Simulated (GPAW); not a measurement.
## LiCl (Fm-3m): G0W0 with GPAW, start to end

Wanted: ground state, empty states, screening and self-energy for LiCl (Fm-3m).

Method: LDA and many-body steps on it, plane waves, in GPAW 26.7.0.

The database entry behind the starting cell differs from other determinations of this structure, so it need not match the best structure at room temperature.

## (1) The structure

Symmetry: Fm-3m, No. 225, cubic system. The conventional cell has a = 5.130 Å, b = 5.130 Å, c = 5.130 Å, α = 90.00°, β = 90.00°, γ = 90.00°. Li has 6 Cl at 2.56 Å nearest. Nearest to Cl lie 6 Li at 2.56 Å. Farther neighbours, and contacts between anions beyond the nearest, are not listed.

Structure file:

```
Li Cl
1.0
     0.00000    2.56477    2.56477
     2.56477    0.00000    2.56477
     2.56477    2.56477    0.00000
Li Cl
1 1
Cartesian
  0.0000 0.0000 0.0000
  2.5648 2.5648 2.5648
```

The cell and positions come from the Crystallography Open Database and are kept as given unless a step says otherwise.

## (2) Ground state

This step: GPAW 26.7.0; DFT, LDA, plane waves, PAW.

The ground-state density comes first.

The input, run.py:

```python
import json
import numpy as np
from gpaw.mpi import world
from ase import Atoms
from gpaw import GPAW, PW, FermiDirac

atoms = Atoms(['Li', 'Cl'],
    cell=[[0.0000000000, 2.5647700000, 2.5647700000],
      [2.5647700000, 0.0000000000, 2.5647700000],
      [2.5647700000, 2.5647700000, 0.0000000000]],
    scaled_positions=[[0.0000000000, 0.0000000000, 0.0000000000],
      [0.5000000000, 0.5000000000, 0.5000000000]],
    pbc=(True, True, True))
calc = GPAW(mode=PW(600),
    xc='LDA',
    kpts={'size': (8, 8, 8), 'gamma': True},
    occupations=FermiDirac(0.001),
    nbands=-7,
    convergence={'density': 1e-6, 'bands': -3},
    maxiter=100,
    txt='gs.txt')
atoms.calc = calc
res = {'energy': atoms.get_potential_energy()}
kpts = calc.get_ibz_k_points()
res['kpts'] = kpts
res['eigenvalues'] = [calc.get_eigenvalues(kpt=k) for k in range(len(kpts))]
res['n_electrons'] = calc.get_number_of_electrons()
calc.write('gs.gpw')

if world.rank == 0:
    with open('result.json', 'w') as f:
        json.dump(res, f, default=lambda x: x.tolist())
```

The run is started by

```
$ mpirun -n 4 gpaw python run.py
```

What it wrote:

```text
__  _  _
 | _ |_)|_||  |
 |__||  | ||/\| - 26.7.0

Input parameters:
  mode=PW(ecut=600.0),
  convergence={'density': 1e-06, 'bands': -3},
  kpts=MonkhorstPack(size=(8, 8, 8), gamma=True),
  maxiter=100,
  nbands=-7,
  occupations=Occupations(name='fermi-dirac', width=0.001, fixmagmom=False),
  xc=XC(name='LDA')
  [... matrices ...]
Diagonalizing LCAO Hamiltonian
Converting LCAO to pw mode

               Cl

       Li

Atoms  # Å, Bohr magnetons
|   | symbol |        x |        y |        z |    initial magnetic moments |
| 0 |     Li | 0.000000 | 0.000000 | 0.000000 | ( 0.0000,  0.0000,  0.0000) |
| 1 |     Cl | 2.564770 | 2.564770 | 2.564770 | ( 0.0000,  0.0000,  0.0000) |

Unit cell  # Å
| periodic |        x |        y |        z |  lengths |    angles |
|      yes | 0.000000 | 2.564770 | 2.564770 | 3.627133 | 60.000000 |
|      yes | 2.564770 | 0.000000 | 2.564770 | 3.627133 | 60.000000 |
|      yes | 2.564770 | 2.564770 | 0.000000 | 3.627133 | 60.000000 |

Number of symmetries: 48
Symmetry operations  # r_c * U_cc + t_c -> r_c
|    | kind |            matrix            |
|  0 |  σ   |  1, 0, 0,  1, 0,-1,  1,-1, 0 |
|  1 |  C2  |  1, 0, 0,  1,-1, 0,  1, 0,-1 |
|  2 |  E   |  1, 0, 0,  0, 1, 0,  0, 0, 1 |
|  3 |  σ   |  1, 0, 0,  0, 0, 1,  0, 1, 0 |
|  4 |  C4  |  1, 0,-1,  1, 0, 0,  1,-1, 0 |
|  5 |  S6  |  1, 0,-1,  1,-1, 0,  1, 0, 0 |
|  6 |  σ   |  1, 0,-1,  0, 1,-1,  0, 0,-1 |
|  7 |  C3  |  1, 0,-1,  0, 0,-1,  0, 1,-1 |
|  8 |  S6  |  1,-1, 0,  1, 0, 0,  1, 0,-1 |
|  9 |  C4  |  1,-1, 0,  1, 0,-1,  1, 0, 0 |
| 10 |  C3  |  1,-1, 0,  0,-1, 1,  0,-1, 0 |
| 11 |  σ   |  1,-1, 0,  0,-1, 0,  0,-1, 1 |
| 12 |  σ   |  0, 1, 0,  1, 0, 0,  0, 0, 1 |
| 13 |  C4  |  0, 1, 0,  0, 1,-1, -1, 1, 0 |
| 14 |  C3  |  0, 1, 0,  0, 0, 1,  1, 0, 0 |
| 15 |  S6  |  0, 1, 0, -1, 1, 0,  0, 1,-1 |
| 16 |  C2  |  0, 1,-1,  1, 0,-1,  0, 0,-1 |
| 17 |  σ   |  0, 1,-1,  0, 1, 0, -1, 1, 0 |
| 18 |  S4  |  0, 1,-1,  0, 0,-1,  1, 0,-1 |
| 19 |  C4  |  0, 1,-1, -1, 1, 0,  0, 1, 0 |
| 20 |  C3  |  0, 0, 1,  1, 0, 0,  0, 1, 0 |
| 21 |  σ   |  0, 0, 1,  0, 1, 0,  1, 0, 0 |
| 22 |  S6  |  0, 0, 1,  0,-1, 1, -1, 0, 1 |
| 23 |  C4  |  0, 0, 1, -1, 0, 1,  0,-1, 1 |
| 24 |  S4  |  0, 0,-1,  1, 0,-1,  0, 1,-1 |
| 25 |  C3  |  0, 0,-1,  0, 1,-1,  1, 0,-1 |
| 26 |  C2  |  0, 0,-1,  0,-1, 0, -1, 0, 0 |
| 27 |  S6  |  0, 0,-1, -1, 0, 0,  0,-1, 0 |
| 28 |  S4  |  0,-1, 1,  1,-1, 0,  0,-1, 0 |
| 29 |  C4  |  0,-1, 1,  0, 0, 1, -1, 0, 1 |
| 30 |  C2  |  0,-1, 1,  0,-1, 0,  1,-1, 0 |
| 31 |  σ   |  0,-1, 1, -1, 0, 1,  0, 0, 1 |
| 32 |  C3  |  0,-1, 0,  1,-1, 0,  0,-1, 1 |
| 33 |  S6  |  0,-1, 0,  0, 0,-1, -1, 0, 0 |
| 34 |  S4  |  0,-1, 0,  0,-1, 1,  1,-1, 0 |
| 35 |  C2  |  0,-1, 0, -1, 0, 0,  0, 0,-1 |
| 36 |  C2  | -1, 1, 0,  0, 1, 0,  0, 1,-1 |
| 37 |  S6  | -1, 1, 0,  0, 1,-1,  0, 1, 0 |
| 38 |  S4  | -1, 1, 0, -1, 0, 1, -1, 0, 0 |
| 39 |  C3  | -1, 1, 0, -1, 0, 0, -1, 0, 1 |
| 40 |  S6  | -1, 0, 1,  0, 0, 1,  0,-1, 1 |
| 41 |  C2  | -1, 0, 1,  0,-1, 1,  0, 0, 1 |
| 42 |  C3  | -1, 0, 1, -1, 1, 0, -1, 0, 0 |
| 43 |  S4  | -1, 0, 1, -1, 0, 0, -1, 1, 0 |
| 44 |  C2  | -1, 0, 0,  0, 0,-1,  0,-1, 0 |
| 45 |  i   | -1, 0, 0,  0,-1, 0,  0, 0,-1 |
| 46 |  σ   | -1, 0, 0, -1, 1, 0, -1, 0, 1 |
| 47 |  C2  | -1, 0, 0, -1, 0, 1, -1, 1, 0 |

BZ-sampling:
  Number of BZ points: 512
  Number of IBZ points: 29

  Monkhorst-Pack size: [8, 8, 8]
  Monkhorst-Pack shift: [0.0625, 0.0625, 0.0625]

K-points  # in reciprocal-cell coordinates
|     |                                coordinates |     weight |
|   0 | (  0.00000000,   0.00000000,   0.00000000) | 0.00195312 |
|   1 | (  0.12500000,   0.12500000,   0.00000000) | 0.01171875 |
|   2 | (  0.12500000,   0.12500000,   0.12500000) | 0.01562500 |
|   3 | (  0.25000000,   0.12500000,   0.12500000) | 0.02343750 |
|   4 | (  0.25000000,   0.25000000,   0.00000000) | 0.01171875 |
|   5 | (  0.25000000,   0.25000000,   0.12500000) | 0.04687500 |
|   6 | (  0.25000000,   0.25000000,   0.25000000) | 0.01562500 |
|   7 | (  0.37500000,   0.25000000,  -0.37500000) | 0.04687500 |
|   8 | (  0.37500000,   0.25000000,   0.12500000) | 0.04687500 |
|   9 | (  0.37500000,   0.25000000,   0.25000000) | 0.04687500 |
| ... |                                            |            |
|  28 | (  0.50000000,   0.50000000,   0.50000000) | 0.00781250 |

Plane wave coefficients: 1158
Cutoff: 600.0 eV

Spin-components: 1 (collinear spins)
Bands:           11
Projectors:      8
Spin-degeneracy: 2
Datatype:        complex128

  Storage: CPU
  Wave functions: 5_813_456 bytes (1_453_364 per core)
  Projectors: 10_041_424 bytes (2_510_356 per core)
  [... matrices ...]
Parallelization:
  kpt:    4
  domain: 1
  band:   1

Density:
  Valence electrons: 8.0
  Components: 1
  Grid points: [21 21 21]
  Charge: 0.0  # |e|

Potential:
  Grid points: [21 21 21]

species:
  Li:
    name:    Lithium
    Z:       3.0
    valence: 1
    core:    2
    charge:  0.0  # [|e|]
    compensation charges:
      type: gauss
      rc: 0.33  # [Å]
      lmax: 2
    cutoffs:
      filter: 1.91  # [Å]
      core: 2.55  # [Å]
    projectors
    | kind |    occ | energy [eV] | rcut [Å] |
    |   2s |  1.000 |      -2.874 |    1.058 |
    |   2p |  0.000 |      -1.126 |    1.058 |
    |    s |        |      24.338 |    1.058 |

    Using partial waves for Li as LCAO basis

  Cl:
    name:    Chlorine
    Z:       17.0
    valence: 7
    core:    10
    charge:  0.0  # [|e|]
    compensation charges:
      type: gauss
      rc: 0.25  # [Å]
      lmax: 2
    cutoffs:
      filter: 1.40  # [Å]
      core: 1.49  # [Å]
    projectors
    | kind |    occ | energy [eV] | rcut [Å] |
    |   3s |  2.000 |     -20.688 |    0.794 |
    |   3p |  5.000 |      -8.701 |    0.794 |
    |    s |        |       6.523 |    0.794 |
    |    p |        |      18.511 |    0.794 |
    |    d |        |       0.000 |    0.794 |

    Using partial waves for Cl as LCAO basis

Reference energy: -12718.738429  # eV

eigensolver:
  PPCG
  Converge bands: -3
  niter=2

density mixing:
  MSR1-Mixer
  Pratt-step length: 0.05
  Maximum mixing coefficient: 0.75
  Old densities: 10
  SVD Regularization: 0.005
  Good broyden scale: 1.0
  Trust region scale: 1.0
  Backstep threshold: 4.0
  History deletion threshold: 6.0
  Fourier metric: weight=20.0, sigma=0.015

occupation numbers:
  Fermi-Dirac:
    width: 0.0010  # eV

poisson solver:
  ecut: 4800.0  # eV

xc functional:
  name: None

Initialization done in: 0.881 s

convergence criteria:
- Maximum integral of absolute [dens]ity change: 1e-06 electrons / valence electron
- Maximum [total energy] change in last 3 cyles: 0.0005 eV / valence electron
- Maximum integral of absolute [eigenst]ate change: 4e-08 eV^2 / valence electron
maximum number of iterations: 100

SCF iterations
|iter     |     time |      energy | eigst |  dens |
|iter:   1|  |   -8.030484 | +1.28 |       |
|iter:   2|  |   -8.029863 | -0.09 | -1.33 |
|iter:   3|  |   -8.024247 | -1.19 | -1.36 |
|iter:   4|  |   -8.024799 | -1.45 | -1.96 |
|iter:   5|  |   -8.024822c| -2.74 | -2.67 |
|iter:   6|  |   -8.024826c| -3.50 | -3.29 |
|iter:   7|  |   -8.024826c| -4.38 | -4.46 |
|iter:   8|  |   -8.024826c| -4.92 | -5.18 |
|iter:   9|  |   -8.024826c| -5.72 | -5.71 |
|iter:  10|  |   -8.024826c| -6.21 | -6.83c|
|iter:  11|  |   -8.024826c| -7.00 | -7.28c|
|iter:  12|  |   -8.024826c| -7.54c| -7.31c|

Converged in 12 steps
SCF loop duration: 1.275 s (0.106 s/step)
Energy contributions relative to reference atoms: (reference = -12718.738429)
  [... matrices ...]
Energy contributions:
  Kinetic:           6.804468
  Coulomb:          -7.374232
  Zero:              0.035702
  External:          0.000000
  Xc:               -7.490765
  Entropy:          -0.000000
  Spinorbit:         0.000000
  ----------------------------
  Free energy:      -8.024826
  Extrapolated:     -8.024826

dipole moment: (-2.971100, -2.971100, -2.971100)  # |e|*Ang

Fermi level: 3.392
Eigenvalues  # (at kpt = [0.000, 0.000, 0.000])
| band index |      eig [eV] | occ [0-2] |
|          0 |       -12.813 |     2.000 |
|          1 |         0.540 |     2.000 |
|          2 |         0.540 |     2.000 |
|          3 |         0.540 |     2.000 |
|          4 |         6.526 |     0.000 |
|          5 |        12.163 |     0.000 |
|          6 |        12.163 |     0.000 |
|          7 |        12.163 |     0.000 |
|          8 |        14.697 |     0.000 |
|          9 |        14.697 |     0.000 |
|         10 |        14.697 |     0.000 |

Gap: 5.986 eV
Transition (v -> c):
  (s=0, k=0, n=3, [0.00, 0.00, 0.00]) -> (s=0, k=0, n=4, [0.00, 0.00, 0.00])
No difference between direct/indirect transitions
# Writing to gs.gpw (mode='')
  [... matrices ...]
```

Run time: 3.7 s. Hardware: 4 MPI ranks of Intel Xeon 6975P-C (Granite Rapids), shared host; peak memory 0.57 GiB; 14 s of CPU time.

Read from the output:

```
total energy               : -8.025 eV
gap                        : 5.986 eV
k of the valence top       : 0, 0, 0
k of the conduction bottom : 0, 0, 0
least direct gap           : 5.986 eV
```

The gap is direct, at Γ.

## (3) Bands along the symmetry lines

Levels along a band path, at the cheap level, show where the edges lie and whether the meshes to come will hold them.

The input, run.py:

```python
import json
import numpy as np
from gpaw.mpi import world
from gpaw import GPAW

path = [[0.000000, 0.000000, 0.000000],
    [0.062500, 0.000000, 0.062500],
    [0.125000, 0.000000, 0.125000],
    [0.187500, 0.000000, 0.187500],
    [0.250000, 0.000000, 0.250000],
    [0.312500, 0.000000, 0.312500],
    [0.375000, 0.000000, 0.375000],
    [0.437500, 0.000000, 0.437500],
    [0.500000, 0.000000, 0.500000],
    [0.515625, 0.031250, 0.515625],
    [0.531250, 0.062500, 0.531250],
    [0.546875, 0.093750, 0.546875],
    [0.562500, 0.125000, 0.562500],
    [0.578125, 0.156250, 0.578125],
    [0.593750, 0.187500, 0.593750],
    [0.609375, 0.218750, 0.609375],
    [0.625000, 0.250000, 0.625000],
    [0.375000, 0.375000, 0.750000],
    [0.328125, 0.328125, 0.656250],
    [0.281250, 0.281250, 0.562500],
    [0.234375, 0.234375, 0.468750],
    [0.187500, 0.187500, 0.375000],
    [0.140625, 0.140625, 0.281250],
    [0.093750, 0.093750, 0.187500],
    [0.046875, 0.046875, 0.093750],
    [0.000000, 0.000000, 0.000000],
    [0.062500, 0.062500, 0.062500],
    [0.125000, 0.125000, 0.125000],
    [0.187500, 0.187500, 0.187500],
    [0.250000, 0.250000, 0.250000],
    [0.312500, 0.312500, 0.312500],
    [0.375000, 0.375000, 0.375000],
    [0.437500, 0.437500, 0.437500],
    [0.500000, 0.500000, 0.500000],
    [0.500000, 0.468750, 0.531250],
    [0.500000, 0.437500, 0.562500],
    [0.500000, 0.406250, 0.593750],
    [0.500000, 0.375000, 0.625000],
    [0.500000, 0.343750, 0.656250],
    [0.500000, 0.312500, 0.687500],
    [0.500000, 0.281250, 0.718750],
    [0.500000, 0.250000, 0.750000],
    [0.500000, 0.218750, 0.718750],
    [0.500000, 0.187500, 0.687500],
    [0.500000, 0.156250, 0.656250],
    [0.500000, 0.125000, 0.625000],
    [0.500000, 0.093750, 0.593750],
    [0.500000, 0.062500, 0.562500],
    [0.500000, 0.031250, 0.531250],
    [0.500000, 0.000000, 0.500000]]
calc = GPAW('gs.gpw').fixed_density(kpts=path,
    symmetry='off',
    nbands=14,
    convergence={'bands': 10},
    txt='bands.txt')
res = {}
kpts = calc.get_ibz_k_points()
res['kpts'] = kpts
res['eigenvalues'] = [calc.get_eigenvalues(kpt=k) for k in range(len(kpts))]
res['n_electrons'] = calc.get_number_of_electrons()

if world.rank == 0:
    with open('result.json', 'w') as f:
        json.dump(res, f, default=lambda x: x.tolist())
```

The run is started by

```
$ mpirun -n 4 gpaw python run.py
```

What it wrote:

```text
Diagonalizing LCAO Hamiltonian
Converting LCAO to pw mode
convergence criteria:
- Maximum integral of absolute [eigenst]ate change: 4e-08 eV^2 / valence electron
maximum number of iterations: 100

SCF iterations
|iter     |     time |      energy | eigst |  dens |
|iter:   1|  |             | +2.27 |       |
|iter:   2|  |             | +0.98 |       |
|iter:   3|  |             | +0.28 |       |
[...]
|iter:   7|  |             | -5.23 |       |
|iter:   8|  |             | -6.56 |       |
|iter:   9|  |             | -7.65c|       |
SCF steps: 9
  __  _  _
 | _ |_)|_||  |
 |__||  | ||/\| - 26.7.0

Input parameters:
  mode=PW(ecut=600.0),
  convergence={'bands': 10},
  gpts=array([21, 21, 21]),
  kpts=KPoints(kpts=array([[0.      , 0.      , 0.      ],
         [0.0625  , 0.      , 0.0625  ],
         [0.125   , 0.      , 0.125   ],
         [0.1875  , 0.      , 0.1875  ],
[...]
[0.515625, 0.03125 , 0.515625],
[...]
[0.546875, 0.09375 , 0.546875],
[...]
[0.578125, 0.15625 , 0.578125],
[...]
[0.609375, 0.21875 , 0.609375],
[...]
[0.328125, 0.328125, 0.65625 ],
[...]
[0.234375, 0.234375, 0.46875 ],
[...]
[0.140625, 0.140625, 0.28125 ],
[...]
[0.046875, 0.046875, 0.09375 ],
[...]
[0.5     , 0.0625  , 0.5625  ],
         [0.5     , 0.03125 , 0.53125 ],
         [0.5     , 0.      , 0.5     ]])),
  maxiter=100,
  nbands=14,
  occupations=Occupations(name='fermi-dirac', width=0.001, fixmagmom=False),
  parallel={},
  symmetry=Symmetry(point_group=False, time_reversal=False),
  xc=XC(name='LDA')
  [... matrices ...]
timing:  # [seconds]
  Total: 0.049  # ━━━━━━━━━━━━━━━━━━━━━━━━━━━━━━━━━━━━━━━━━━━━━━━━━━━━━━━━━━━
```

It took 4.1 s on 4 MPI ranks; peak memory 0.65 GiB; 16 s of CPU time.

This step gave:

```yaml
gap: 5.981 eV
k_of_the_valence_top: 0.0938, 0.0938, 0.1875
k_of_the_conduction_bottom: 0, 0, 0
least_direct_gap: 5.986 eV
```

The gap is 5.981 eV, −0.005 eV from the run before at this level.

Electronic bands along the path, in eV, zero at the top of the highest filled band; v1 is the highest filled band, c1 the lowest empty one:

```tsv
point	v4	v3	v2	v1	c1	c2	c3	c4
Γ	-13.36	-0.01	-0.01	-0.01	5.98	11.62	11.62	11.62
halfway	-12.98	-1.57	-0.61	-0.61	8.24	9.23	9.39	12.17
X	-12.51	-3.00	-1.14	-1.14	7.57	7.98	12.09	13.75
halfway	-12.52	-2.89	-1.38	-1.07	7.68	8.43	11.80	12.78
U	-12.54	-2.57	-1.85	-0.86	7.75	9.64	11.12	11.40
jump to K	-12.54	-2.57	-1.85	-0.86	7.75	9.64	11.12	11.40
halfway	-12.96	-1.77	-0.90	-0.09	7.60	9.77	10.00	10.56
Γ	-13.36	-0.01	-0.01	-0.01	5.98	11.62	11.62	11.62
halfway	-13.08	-1.64	-0.14	-0.14	6.87	10.34	10.34	10.66
L	-12.77	-2.90	-0.26	-0.26	6.39	9.14	9.14	12.66
halfway	-12.65	-2.63	-1.36	-0.60	7.87	9.00	10.19	11.44
W	-12.52	-2.20	-2.20	-1.10	9.26	9.77	10.12	10.12
halfway	-12.52	-2.78	-1.49	-1.12	8.05	8.64	11.50	11.81
X	-12.51	-3.00	-1.14	-1.14	7.57	7.98	12.09	13.75
```

The electronic bands as a text plot (rows in eV, shown from -8.0 to 11.7 only):

```
   11.3 |++++     +     +++      +++++++++++ ++       ++    ++
   10.4 |  ++              ++++++++++    ++++         +++++++
    9.6 |    +++++       ++ +++++++          +++    ++   ++++
    8.8 |       ++     ++                       ++++++++++ +++
    8.0 |     +++++++++++++++++++                     ++     ++++
    7.2 |    +       +           ++        ++       ++
    6.3 |++++                      ++++++++  +++++++
    5.5 |
    4.7 |
    3.9 |
    3.1 |
    2.2 |
    1.4 |
    0.6 |
   -0.2 |*******            ***************************
   -1.0 |    *  ************  *******      *        *************
   -1.9 |     ****      *********           ***        *******
   -2.7 |         *********                    **********  ******
   -3.5 |
   -4.3 |
   -5.1 |
   -6.0 |
   -6.8 |
   -7.6 |
         Γ           X  U|K            Γ         L        W     X
```

## (4) Empty states on the mesh, 6×6×6 mesh, 117 bands

The sums over transitions need many empty states on a uniform mesh; this step solves for them.

The input, run.py:

```python
import json
import numpy as np
from gpaw.mpi import world
from gpaw import GPAW

calc = GPAW('gs.gpw').fixed_density(kpts={'size': (6, 6, 6), 'gamma': True},
    parallel={'domain': 1, 'band': 1},
    txt='nscf.txt')
calc.diagonalize_full_hamiltonian(nbands=117)
calc.write('full.gpw', mode='all')
res = {}
kpts = calc.get_ibz_k_points()
res['kpts'] = kpts
res['eigenvalues'] = [calc.get_eigenvalues(kpt=k) for k in range(len(kpts))]
res['n_electrons'] = calc.get_number_of_electrons()

if world.rank == 0:
    with open('result.json', 'w') as f:
        json.dump(res, f, default=lambda x: x.tolist())
```

The run is started by

```
$ mpirun -n 4 gpaw python run.py
```

What it wrote:

```text
Diagonalizing LCAO Hamiltonian
Converting LCAO to pw mode
convergence criteria:
- Maximum integral of absolute [eigenst]ate change: 4e-08 eV^2 / valence electron
maximum number of iterations: 100

SCF iterations
|iter     |     time |      energy | eigst |  dens |
|iter:   1|  |             | +1.26 |       |
|iter:   2|  |             | -0.12 |       |
|iter:   3|  |             | +0.03 |       |
[...]
|iter:   9|  |             | -6.16 |       |
|iter:  10|  |             | -6.87 |       |
|iter:  11|  |             | -7.56c|       |
SCF steps: 11
  __  _  _
 | _ |_)|_||  |
 |__||  | ||/\| - 26.7.0

Input parameters:
  mode=PW(ecut=600.0),
  convergence={'density': 1e-06, 'bands': -3},
  gpts=array([21, 21, 21]),
  kpts=MonkhorstPack(size=(6, 6, 6), gamma=True),
  maxiter=100,
  nbands=11,
  occupations=Occupations(name='fermi-dirac', width=0.001, fixmagmom=False),
  parallel={'domain': 1, 'band': 1},
  xc=XC(name='LDA')
Matrix size: 1139x1139
# Writing to full.gpw (mode='all')
  [... matrices ...]

timing:  # [seconds]
  Total: 3.300  # ━━━━━━━━━━━━━━━━━━━━━━━━━━━━━━━━━━━━━━━━━━━━━━━━━━━━━━━━━━━
```

Elapsed: 6.4 s, on 4 MPI ranks; peak memory 1.1 GiB; 25 s of CPU time.

This step gave:

```yaml
gap: 5.986 eV
k_of_the_valence_top: 0, 0, 0
k_of_the_conduction_bottom: 0, 0, 0
least_direct_gap: 5.986 eV
k_points_computed: 16
lowest_point_of_the_top_converged_band_above_the_valence_top: 120.6164 eV
```

On this mesh the gap is 5.986 eV.

(Continued in part 2 of 2.)

[Long decimals in the printed logs are rounded to 6 places.]

[Logs are printed without paths, hosts, clocks, repeated set-up lines and the standing remarks that a program may print on its own settings, such as how far it seeks lower states.]

[Paths, hosts, dates, memory and timing lines, banners, echoed tables and standing remarks are left out of the program output; an Ansatz launch command may be rebuilt from the run's recorded settings. Measured values are a selection of at most five: reports struck by readers or far from the other reports are left out. None is set beside runs whose start may be inverted or whose files or cutoffs have a known fault.]

[Runs of the session that timed out or met a known fault of the program may be left out.]

[Hosts, paths, dates, database ids (printed as entryN), source tags and the programs' standing remarks are cut or masked in the printed files.]

[Where the starting crystal was built by hand or by swapping elements, it need not be the compound's stable phase.]
